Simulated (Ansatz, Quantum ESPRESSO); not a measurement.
# NaF (Villiaumite): Raman and infrared activity, part 3 of 3

Wanted: vibrational spectra of NaF (Villiaumite) from linear and non-linear response.

Quantum ESPRESSO 8.0 development, patched; DFT LDA, scalar-relativistic, plane waves, PseudoDojo norm-conserving pseudopotentials.

So far. Step 5 (Zone-centre response): The acoustic modes at Γ come out as far as 6.9 cm⁻¹ from zero, where they should vanish, a small numerical error; the Born charges miss their sum rule by 0 e, which is good. Step 6 (Zone-centre analysis): The rule moves no optical mode by more than 0.1 cm⁻¹. The relaxed cell has a = 4.502 Å (conventional setting).

### Step 8. Sum rules set otherwise (asr crystal)

The rule can be imposed in more than one way; the choices should agree where the raw error is small.

Contents of dynmat.in:

```
 &input
    fildyn='g.dyn',
    asr='crystal',
    fileig='dynmat.eig',
    lperm=.true.,
 /
```

Launch:

```bash
> dynmat.x -in dynmat.in > dynmat.out
```

What it wrote:

```text
[banner, memory and clock lines left out]
Program DYNMAT v.8.0dev

     Reading Dynamical Matrix from file g.dyn
     ...Force constants read
     ...epsilon and Z* read
     ...Raman cross sections read
     Acoustic Sum Rule: || Z*(ASR) - Z*(orig)|| =    1.180000E-05
     Acoustic Sum Rule: ||dyn(ASR) - dyn(orig)||=    2.320259E-04
     A direction for q was not specified:TO-LO splitting will be absent

     Polarizability (A^3 units)
     multiply by 0.763064 for Clausius-Mossotti correction (not under assume_isolated = 'mt')
         1.691466   -0.000000    0.000000
        -0.000000    1.691466    0.000000
         0.000000    0.000000    1.691466

     IR activities are in (D/A)^2/amu units

# mode   [cm-1]    [THz]      IR
    1      0.00    0.0000    0.0000
    2      0.00    0.0000    0.0000
    3      0.00    0.0000    0.0000
    4    276.02    8.2747    2.2127
    5    276.02    8.2747    2.2127
    6    276.02    8.2747    2.2127

Electronic dielectric permittivity tensor (relative, adimensional)
         1.931520   -0.000000    0.000000
        -0.000000    1.931520    0.000000
         0.000000    0.000000    1.931520

 ... with zone-center polar mode contributions
         4.646276    0.000000    0.000000
         0.000000    4.646276    0.000000
         0.000000    0.000000    4.646276
```

Elapsed: 0.64 s, on 1 thread of AMD EPYC 9R14 (Zen 4), shared host.

This step gave:

```yaml
highest_optical_zone_centre_mode_no_lo_to_term: 276.0 cm⁻¹
lowest_optical_zone_centre_mode: 276.0 cm⁻¹
mean_static_dielectric_constant: 4.646
```

Zone-centre frequencies as printed; negative means imaginary. Modes:

```csv
mode,frequency (cm⁻¹)
1,0
2,0
3,0
4,276
5,276
6,276
```

Against the first rule no mode moves by more than 0.1 cm⁻¹.

### Step 9. Modes along a direction of q (1 0 0)

A longitudinal polar mode sets up a macroscopic field that stiffens it; the term hangs on the direction from which q goes to zero.

Contents of dynmat.in:

```
 &input
    fildyn='g.dyn',
    asr='simple',
    fileig='dynmat.eig',
    q(1)=1.0,
    q(2)=0.0,
    q(3)=0.0,
 /
```

Launch:

```bash
> dynmat.x -in dynmat.in > dynmat.out
```

What it wrote:

```text
[banner, memory and clock lines left out]
Program DYNMAT v.8.0dev

     Reading Dynamical Matrix from file g.dyn
     ...Force constants read
     ...epsilon and Z* read
     ...Raman cross sections read

     Polarizability (A^3 units)
     multiply by 0.763064 for Clausius-Mossotti correction (not under assume_isolated = 'mt')
         1.691466   -0.000000    0.000000
        -0.000000    1.691466    0.000000
         0.000000    0.000000    1.691466

     IR activities are in (D/A)^2/amu units

# mode   [cm-1]    [THz]      IR
    1     -0.00   -0.0000    0.0000
    2     -0.00   -0.0000    0.0000
    3      0.00    0.0000    0.0000
    4    275.93    8.2721    2.2127
    5    275.93    8.2721    2.2127
    6    428.04   12.8322    2.2127
```

It took 0.63 s on 1 thread.

Numbers from this step:

* highest mode moved by the LO-TO term: 428.0 cm⁻¹

Zone-centre frequencies as printed; negative means imaginary. Modes:

```csv
mode,frequency (cm⁻¹)
1,0
2,0
3,0
4,275.9
5,275.9
6,428
```

The field moves one mode, from 276 to 428 cm⁻¹; the others stay.

### Step 10. Cross-check with Ansatz

A second program on the same cell, potentials, cutoff and meshes tests the implementation of the phonon response, not its convergence. Its field response is summed in its own way. Its k mesh is centred on Γ.

This step: DFT LDA, scalar-relativistic, plane waves, PseudoDojo norm-conserving pseudopotentials (Ansatz 0.2.0).

Contents of input.yaml:

```yaml
crystal:
  lattice:
    - [-2.2512151696, 0.0, 2.2512151696]
    - [0.0, 2.2512151696, 2.2512151696]
    - [-2.2512151696, 2.2512151696, 0.0]
  atoms:
    - { symbol: Na, position: [0.0, 0.0, 0.0] }
    - { symbol: F, position: [0.5, 0.5, 0.5] }
kpoints:
  mp_grid: { grid: [8, 8, 8] }
hamiltonian:
  xc: lda
  pseudopotentials: { kind: nc, accuracy: standard }
scf:
  occupations: { method: fixed }
output:
  eigenvalues: true
basis:
  ecutwfc: 1197.301
phonons:
  method: dfpt
  dielectric: true
  rigid_motions: translations
  raman: true
```

Launch:

```bash
> ansatz run input.yaml --threads 2 --pin off --max-ram 4096MiB --backend cpu --events-out ev --progress --plain --runs-dir out
```

What it wrote:

```text
Engine: ansatz 0.2.0, x86_64-unknown-linux-gnu
Pseudopotentials: kind: nc
Pseudopotential: Na, nc, valence charge 9, recommended cutoff 1197.300995 eV (normal), Na.nc.azcp (PseudoDojo's, or run here from an input of PseudoDojo's; its table is named by hamiltonian.pseudopotentials.accuracy)
Pseudopotential: F, nc, valence charge 7, recommended cutoff 1142.878222 eV (normal), F.nc.azcp (PseudoDojo's, or run here from an input of PseudoDojo's; its table is named by hamiltonian.pseudopotentials.accuracy)
Functional definition: SPW92
  exchange = slater_x
  correlation = pw_c
Crystal: 2 atoms, lattice volume = 22.818 Å³
Basis set: ecut = 1197.301 eV, 2109 PW (Γ), exchange–correlation on 72×72×72 points (8 copies of the dense FFT grid, shifted against one another)
Bands: 12, of which v1, the nominal top of the filled ones, is band 8 counted from 1 (7 counted from 0)
Symmetry: 48 space group operations
k-points: 59 of 512 (irreducible under 8 space group operations, time reversal used)
Non-local potential: Na, projectors of the file, l = 0: 2, l = 1: 2
Non-local potential: F, projectors of the file, l = 0: 2, l = 1: 2, l = 2: 1
Initial density: superposition of atomic densities (chi_scale 0.1, normalization cell, long waves kept (reshape's long-wave potential 0.00 eV rms))
Initial wavefunctions: pseudopotential atomic-orbital guess
Functional: x = slater, c = lda
SCF iter   1: F=—  HF=-1916.166200 eV  |F-HF|=—  |Δ(HF+E_count)|=         —  Δρ=2.27e-1  dr2=7.61e0  ethr=3.10e-3  ⟨swp⟩=4.9  Hψ=3632  notcnv=0  defer=111
preconditioner: auto → none  [insulator: Δε(μ)=3.651 eV  Ē_g=27.660 eV  n_scr=8 (ndim 8)  ℏωp=29.1 eV  f_vac=0.000  ε∞_Penn≈2.1]
SCF iter   2: F=—  HF=-1913.652628 eV  |F-HF|=—  |Δ(HF+E_count)|=    2.51e0  Δρ=1.04e-1  dr2=1.42e0  ethr=3.10e-3  ⟨swp⟩=3.4  Hψ=2028  notcnv=0  defer=116
SCF iter   3: F=—  HF=-1913.222859 eV  |F-HF|=—  |Δ(HF+E_count)|=   4.30e-1  Δρ=1.97e-2  dr2=6.17e-2  ethr=3.10e-3  ⟨swp⟩=2.5  Hψ=1168  notcnv=0  defer=116
SCF iter   4: F=—  HF=-1913.196740 eV  |F-HF|=—  |Δ(HF+E_count)|=   2.61e-2  Δρ=7.70e-3  dr2=4.27e-3  ethr=3.86e-4  ⟨swp⟩=2.2  Hψ=1210  notcnv=0  defer=116
SCF iter   5: F=—  HF=-1913.195837 eV  |F-HF|=—  |Δ(HF+E_count)|=   9.04e-4  Δρ=6.58e-4  dr2=9.35e-5  ethr=2.67e-5  ⟨swp⟩=2.4  Hψ=936  notcnv=0  defer=116
SCF iter   6: F=—  HF=-1913.195819 eV  |F-HF|=—  |Δ(HF+E_count)|=   1.82e-5  Δρ=1.91e-4  dr2=6.12e-6  ethr=5.84e-7  ⟨swp⟩=2.2  Hψ=940  notcnv=0  defer=102
SCF iter   7: F=—  HF=-1913.195816 eV  |F-HF|=—  |Δ(HF+E_count)|=   2.89e-6  Δρ=1.85e-5  dr2=1.96e-8  ethr=3.82e-8  ⟨swp⟩=2.3  Hψ=915  notcnv=0  defer=5
SCF iter   8: F=—  HF=-1913.195818 eV  |F-HF|=—  |Δ(HF+E_count)|=   2.06e-6  Δρ=5.05e-6  dr2=4.29e-9  ethr=1.23e-10  ⟨swp⟩=2.0  Hψ=911  notcnv=0
SCF iter   9: F=-1913.195818 eV  HF=-1913.195818 eV  |F-HF|=8.41e-12  |Δ(HF+E_count)|=   1.36e-9  Δρ=4.25e-7  dr2=1.04e-11  ethr=1.00e-12  ⟨swp⟩=6.3  Hψ=4500  notcnv=0
SCF 1 converged in 9 iterations: F = -1913.195818 eV  dr2 = 1.04e-11
DFPT response loops at Γ: preconditioner auto → none (the input reference at scf.mixing.eps_inf says where Resta's filter doesn't serve); β = 0.50; Broyden in place of MSR1
── the response to a field inside a basis, on 8×8×8 k-points: an SCF that follows is theirs, and a resumed run solves both again ──
Bands: 9, of which v1, the nominal top of the filled ones, is band 8 counted from 1 (7 counted from 0)
k-points: 60 of 512 (irreducible under 12 space group operations)
Initial density: handed on by an earlier stage of this run
Initial wavefunctions: pseudopotential atomic-orbital guess (no wavefunctions were taken with the density)
Eigensolver: Dense (60 Hₖ)
SCF iter   1: F=—  HF=-1913.193877 eV  |F-HF|=—  |Δ(HF+E_count)|=         —  Δρ=9.98e-5  dr2=1.36e-7  ethr=1.00e-1
preconditioner: auto → none  [insulator: Δε(μ)=6.644 eV  Ē_g=21.931 eV  n_scr=8 (ndim 8)  ℏωp=29.1 eV  f_vac=0.077  ε∞_Penn≈2.8]
SCF iter   2: F=—  HF=-1913.193877 eV  |F-HF|=—  |Δ(HF+E_count)|=   4.52e-7  Δρ=4.95e-5  dr2=3.39e-8  ethr=8.53e-10
SCF iter   3: F=—  HF=-1913.193877 eV  |F-HF|=—  |Δ(HF+E_count)|=   1.55e-7  Δρ=7.41e-6  dr2=7.00e-9  ethr=2.12e-10
SCF iter   4: F=-1913.193877 eV  HF=-1913.193877 eV  |F-HF|=3.87e-12  |Δ(HF+E_count)|=   1.98e-9  Δρ=4.81e-7  dr2=7.57e-12  ethr=4.38e-11
SCF 1 converged in 4 iterations: F = -1913.193877 eV  dr2 = 7.57e-12
DFPT response loops at Γ: mixed as the last ones told, above
DFPT response loops at Γ: mixed as the last ones told, above
DFPT response loops at Γ: mixed as the last ones told, above
SCF converged after 9 iterations
Free energy (F): -1913.195818 eV
Harris-Foulkes:  -1913.195818 eV  (|F-HF|=8.41e-12)
Internal energy: -1913.195818 eV  (E = F + TS)
E sigma→0 (E₀):  -1913.195818 eV
Fermi energy:    1.161359 eV
--- Per-component energies (eV) ---
  E_band       = -226.846401
  E_kinetic    = 1198.006117
  E_local      = -1720.228582  (includes V_loc(G=0)·N_el)
  E_nonlocal   = -479.070414
  E_hartree    = 591.418785
  E_xc         = -330.642485
  E_vxc        = -408.390987  (∫ρ·V_xc dr)
  E_ewald      = -1172.679239
  E_smearing   = -0.000000  (= −TS)
  E_closure    = -0.000000  (closes the sum)
  Σ components = -1913.195818   (vs F -1913.195818, Δ=0.00e0)
--- Band table (eV; the first three rows and the last of 59) ---
  k-point 0: bands = [... 4 lower, -17.3874, 1.1614, 1.1614, 1.1614, 7.6390, 20.4205, 20.4205, 20.4205]
  k-point 1: bands = [... 4 lower, -17.1177, 0.8170, 1.1150, 1.1150, 8.2228, 18.6037, 20.6918, 20.6918]
  k-point 2: bands = [... 4 lower, -16.7736, 0.1200, 1.0046, 1.0046, 9.5992, 16.4928, 21.3079, 21.3079]
  k-point 58: bands = [... 4 lower, -17.3712, -0.2983, 0.7009, 0.7009, 14.3669, 14.6497, 15.3277, 21.6394]
--- Phonons (Γ-DFPT): 2 representative perturbations + reference, on 59 of 512 k-points (Σ response iterations 6) ---
  k mesh reduced under 8 symmetry operations, with k and −k counted as one. Each operation leaves every solved perturbation unchanged. A smaller set is not considered because the run solves the response to a homogeneous field
  ASR residual: 6.665e-4 → 0.000e0 eV/Å²; symmetrization residual: 3.548e-6 eV/Å²
  ASR residual per site (eV/Å²): 6.67e-4 3.05e-4
  Γ frequencies (cm⁻¹): 0.00 0.00 0.00 275.97 275.97 275.97
  ε∞ (high-frequency dielectric tensor):
        1.931480    -0.000000    -0.000000
        0.000000     1.931480    -0.000000
       -0.000000     0.000000     1.931480
  ε⁰ (static dielectric tensor: ions relaxed, cell fixed):
        4.647246    -0.000000     0.000000
        0.000000     4.647246    -0.000000
        0.000000     0.000000     4.647246
  ε⁰ − ε∞ (ionic part):
        2.715766     0.000000     0.000000
        0.000000     2.715766     0.000000
        0.000000     0.000000     2.715766
  softest optical mode at Γ: 275.97 cm⁻¹; the repairs (sum rule, projections) moved no ω² at Γ by more than (2.86 cm⁻¹)²
  Born effective charges Z* (e; rows j = field, columns β = displacement):
    site 0:
         0.99885   -0.00000   -0.00000
         0.00000    0.99885    0.00000
         0.00000    0.00000    0.99885
    site 1:
        -0.99885    0.00000    0.00000
        -0.00000   -0.99885   -0.00000
        -0.00000   -0.00000   -0.99885
  Z* charge neutrality: 6.560e-5 e pre-enforcement
  k-mesh period / interband length: 25.5 Å / 0.88 Å = 28.92 at k = (0.0000, 0.0000, 0.0000), direct gap 6.478 eV — 14 or more, which is no proof of convergence
  Raman tensors (in the event stream and the table raman_tensors.tsv): an entry may err by 5.5e-5 Å², one of the second-order susceptibility by 2.0e-21 pm/V (basis, points and sum rule); their sum over the sites missed zero by 6.441e-22 Å² ahead of its enforcement
  optical modes at Γ without the LO–TO term, one row a degenerate level:
      ω (cm⁻¹)  modes    IR ((D/Å)²/amu)  static Raman (Å⁴/amu)  depolarisation
        275.97      3             6.6384                 0.0000               —
  optical modes at Γ + LO–TO along q̂ = [1.0000, 0.0000, 0.0000]:
      ω (cm⁻¹)  modes    IR ((D/Å)²/amu)  static Raman (Å⁴/amu)  depolarisation
        275.97      2             4.4256                 0.0000               —
        428.07      1             2.2128                 0.0000               —
  optical modes at Γ + LO–TO along q̂ = [0.0000, 1.0000, 0.0000]:
      ω (cm⁻¹)  modes    IR ((D/Å)²/amu)  static Raman (Å⁴/amu)  depolarisation
        275.97      2             4.4256                 0.0000               —
        428.07      1             2.2128                 0.0000               —
  optical modes at Γ + LO–TO along q̂ = [0.0000, 0.0000, 1.0000]:
      ω (cm⁻¹)  modes    IR ((D/Å)²/amu)  static Raman (Å⁴/amu)  depolarisation
        275.97      2             4.4256                 0.0000               —
        428.07      1             2.2128                 0.0000               —
```

Wall time 48 s (2 threads); peak memory 0.65 GiB; 93 s of CPU time.

Numbers from this step:

```yaml
sum_rule_residual_before_enforcement: 6.67e-4 eV/Å²
miss_of_the_charge_sum_rule: 6.56e-5 e
largest_born_charge_in_size_third_of_the_trace: 0.9989 e
mean_static_dielectric_constant: 4.647
highest_mode_moved_by_the_lo_to_term: 428.1 cm⁻¹
```

Transverse modes. Infrared lines, with heights relative to the strongest:

```csv
position (cm⁻¹),label,"IR intensity ((D/Å)²/amu), degenerate modes summed, relative"
276,T1u,100
```

### Step 11. The two compared: QE PseudoDojo and Ansatz, PseudoDojo

Numbers from this step:

| Property | Result |
| --- | --- |
| root-mean-square difference | 0.04 cm⁻¹ |
| largest difference | 0.04 cm⁻¹ |

Frequencies side by side, by row:

```csv
q (reciprocal lattice),mode,QE PseudoDojo (cm⁻¹),"Ansatz, PseudoDojo (cm⁻¹)"
0 0 0,1,0,0
0 0 0,2,0,0
0 0 0,3,0,0
0 0 0,4,275.9,276
0 0 0,5,275.9,276
0 0 0,6,275.9,276
```

The two runs side by side. Further quantities:

```csv
quantity,QE PseudoDojo,"Ansatz, PseudoDojo"
mean ε∞,1.931,1.931
"largest Born charge in size (e; the first before, the second after the charge sum rule)",0.999,0.999
summed IR intensity ((D/Å)²/amu),6.638,6.638
```

At the zone centre the largest difference (acoustic modes at Γ apart) is 0.01 % of the highest mode.

### Step 12. What came out

```yaml
space_group_after_relaxation: Fm-3m
volume_per_atom: 11.4 Å³
gap_on_the_k_mesh: 6.48 eV
highest_optical_zone_centre_mode_no_lo_to_term: 275.9 cm⁻¹
highest_mode_moved_by_the_lo_to_term: 428.0 cm⁻¹
mean_high_frequency_dielectric_constant: 1.93
largest_born_charge_in_size_third_of_the_trace: 0.999 e
mean_static_dielectric_constant: 4.65
imaginary_optical_modes_at_the_zone_centre_no_q_mesh_in_this_session: none
largest_difference_from_ansatz_pseudodojo: 0.04 cm⁻¹
```

**Reading.** No mode is Raman active in this structure; the strongest infrared line lies at 276 cm⁻¹. At the LDA level the optical modes of NaF (Villiaumite) at the zone centre (no LO-TO term) lie at 276 cm⁻¹. Along the directions run, the highest mode that the macroscopic field moves lies at 428 cm⁻¹. Lattice motion raises the mean dielectric constant from 1.931 to 4.648. The Born charge of Na is 0.9988 e against a formal charge of +1, close to the ionic value. The Lyddane-Sachs-Teller relation holds: (ωLO/ωTO)² is 2.41 and ε₀/ε∞ is 2.41. QE PseudoDojo and Ansatz, PseudoDojo agree to 0.04 cm⁻¹ (0.01 % of the highest mode compared) on all solved modes but the acoustic ones at Γ, without the LO-TO term. These are harmonic frequencies at zero temperature: anharmonic shifts and linewidths and thermal expansion are left out. The build is a development version in which the Raman tensors of release 7.5 are mended; dynmat.x leaves out the electro-optic term of LO lines.

[Host names and launcher messages were left out of these logs when they were recorded.]

[Logs are printed without paths, hosts, clocks, repeated set-up lines and the standing remarks that a program may print on its own settings, such as how far it seeks lower states.]

[Hosts, paths, dates, database ids (printed as entryN), source tags and the programs' standing remarks are cut or masked in the printed files.]
